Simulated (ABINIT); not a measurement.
# CdF2 (Fm-3m): changed settings of a GW run in ABINIT

What do changed inputs do to GW on CdF2 (Fm-3m)?

Calculated with ABINIT 10.8.3; PBE and many-body steps on it, plane waves.

Report form: the programs' logs are mostly left out.

## Step 1: Set-up

The structure is cubic, space group Fm-3m (No. 225). Conventional cell: a = 5.388 Å, b = 5.388 Å, c = 5.388 Å, α = 90.00°, β = 90.00°, γ = 90.00°. Cd has 8 F at 2.33 Å nearest. Nearest to F lie 4 Cd at 2.33 Å. Farther neighbours and most contacts between anions are not listed.

Structure file:

```cif
data_structure
_symmetry_space_group_name_H-M 'P 1'
_symmetry_Int_Tables_number 1
_cell_length_a 3.8099
_cell_length_b 3.8099
_cell_length_c 3.8099
_cell_angle_alpha 60.000
_cell_angle_beta 60.000
_cell_angle_gamma 60.000
_cell_volume 39.10
loop_
_atom_site_label
_atom_site_type_symbol
_atom_site_fract_x
_atom_site_fract_y
_atom_site_fract_z
_atom_site_occupancy
Cd1 Cd 0.00000 0.00000 0.00000 1
F2 F 0.25000 0.25000 0.25000 1
F3 F 0.75000 0.75000 0.75000 1
```

The cell and positions come from the Crystallography Open Database and are kept as given unless a step says otherwise.

## Step 2: Screening, 4×4×4 mesh, 133 bands, screening to 190.5 eV

This step: ABINIT 10.8.3; RPA screening on PBE, plane waves, norm-conserving pseudopotentials.

The RPA dielectric matrix is built and inverted for each q.

Input file run.abi:

```
acell 3*1.0 Angstrom
rprim 
  0.000000000000 2.694000000000 2.694000000000
  2.694000000000 0.000000000000 2.694000000000
  2.694000000000 2.694000000000 -0.000000000000
ntypat 2
znucl 48 9
natom 3
typat 1 2 2
xred 
  0.000000000000 0.000000000000 0.000000000000
  0.250000000000 0.250000000000 0.250000000000
  0.750000000000 0.750000000000 0.750000000000
pp_dirpath "pseudos"
pseudos "Cd.upf, F.upf"
ecut 47
ngkpt 4 4 4
nshiftk 1
shiftk 0 0 0
kptopt 1
chksymbreak 0
istwfk *1
occopt 1
irdwfk 1
optdriver 3
nband 133
ecuteps 7
inclvkb 2
awtr 1
symchi 1
indata_prefix "in"
outdata_prefix "out"
tmpdata_prefix "tmp"
```

Command:

```console
> OMP_NUM_THREADS=1 mpirun -n 8 abinit run.abi > log
```

Wall time 15 s (8 MPI ranks of AMD EPYC 9R45, shared host); peak memory 2 GiB.

This step gave:

```yaml
eps_infinity_with_local_fields_on_this_mesh_along_the_program_s_q_direction: 2.748
the_same_without_local_fields: 2.918
plasma_frequency: 34.62 eV
plane_waves_in_the_screening_matrix: 259
```

Local fields lower ε∞ by 6 %. On a Γ-centred mesh this coarse the value itself is usually too large, while a short band sum pulls it down.

## Step 3: Base

The self-energy is evaluated for the states that the input lists, and the levels follow from it, in one-shot runs by the linearised quasiparticle equation.

This step: G0W0 on PBE, plane waves, norm-conserving pseudopotentials.

Changes to run.abi since step 2:

```diff
@@ -24,8 +24,17 @@
 irdwfk 1
-optdriver 3
+optdriver 4
 nband 133
+gwcalctyp 0
+ecutsigx 47
+symsigma 1
+nkptgw 2
+kptgw 
+  -0.2500000000 0.5000000000 0.2500000000
+  0.0000000000 0.0000000000 0.0000000000
+bdgw 
+  16 19
+  15 21
 ecuteps 7
-inclvkb 2
-awtr 1
-symchi 1
+irdscr 1
+ppmodel 1
 indata_prefix "in"
```

Wall time 7.6 s (8 MPI ranks); peak memory 1.8 GiB; 59 s of CPU time.

This step gave:

- G0W0 gap on the points computed: 5.34 eV
- starting gap on the mesh: 3.124 eV
- k of the valence top: -0.25, 0.5, 0.25
- k of the conduction bottom: 0, 0, 0
- Z at the valence top: 0.803
- Z at the conduction bottom: 0.874
- least direct G0W0 gap on the computed points: 6.101 eV

The gap on the mesh goes from 3.12 eV to 5.34 eV, a correction of +2.22 eV.

## Step 4: Coulomb singularity

Changes to run.abi since step 3:

```diff
@@ -39,2 +39,3 @@
 ppmodel 1
+gw_icutcoul 0
 indata_prefix "in"
```

Run time: 7.4 s. Hardware: 8 MPI ranks; peak memory 1.8 GiB; 57 s of CPU time.

Numbers from this step:

```
G0W0 gap on the points computed              : 5.585 eV
starting gap on the mesh                     : 3.124 eV
k of the valence top                         : -0.25, 0.5, 0.25
k of the conduction bottom                   : 0, 0, 0
Z at the valence top                         : 0.814
Z at the conduction bottom                   : 0.875
least direct G0W0 gap on the computed points : 6.328 eV
```

Against G0W0 in ABINIT (4×4×4 mesh, 133 bands, screening to 190.5 eV, Godby-Needs plasmon pole), the gap moves by +0.245 eV.

## Step 5: The runs together

Times are wall times on 8 MPI ranks of AMD EPYC 9R45, shared host, good to a factor of about two. A run's time includes the screening step that it read.

| run | mesh | bands | screening cutoff (eV) | DFT gap (eV) | gap on the mesh (eV) | direct (eV) | ε∞ used | time |
| --- | --- | --- | --- | --- | --- | --- | --- | --- |
| base | 4×4×4 | 133 | 190.5 | 3.124 | 5.340 | 6.101 | 2.75 | 22 s |
| Coulomb singularity | 4×4×4 | 133 | 190.5 | 3.124 | 5.585 | 6.328 | 2.75 | 22 s |

## Step 6: What came out

```yaml
base: 5.340 eV
coulomb_singularity: 5.585 eV
known_limits: not at the basis limit; d shell near the gap, gap tends to lie low; no spin-orbit coupling; coarse k mesh
```

**Reading.** Coulomb singularity: +0.245 eV against base (keys changed: gw_icutcoul). Bands and cutoff are finite, so the gap is not at the basis limit. The miss can reach some tenths of an eV and take either sign; the mesh is an error of its own. In the G0W0 runs levels were corrected at 2 k points alone, so a gap called «on the mesh» is the least over those, and an edge elsewhere would be missed. The 4×4×4 mesh is coarse for this cell, which bears on the long-range parts of exchange and screening. A d shell, filled or nearly so, lies near the gap. One-shot GW converges very slowly in bands there, not always from below, and on a semilocal start the gap tends to come out low; starts rich in exact exchange can overshoot instead. The many-body steps are scalar-relativistic: spin-orbit coupling is not in them.

[Paths, hosts, dates, memory and timing lines, banners, echoed tables and standing remarks are left out of the program output.]

[Logs are printed without paths, hosts, clocks, repeated set-up lines and the standing remarks that a program may print on its own settings, such as how far it seeks lower states.]

[Runs of the session that timed out or met a known fault of the program may be left out.]

[Hosts, paths, dates, database ids (printed as entryN), source tags and the programs' standing remarks are cut or masked in the printed files.]

[G0W0 gaps are taken among the corrected bands and points alone; a level outside them can change the order at an edge.]

[Where Ansatz stands beside ABINIT at settings called matched, ABINIT's density can come from a denser mesh and the files from another edition; pairs whose starting gaps differed by over 0.03 eV were left out, so agreement reads better than it is.]
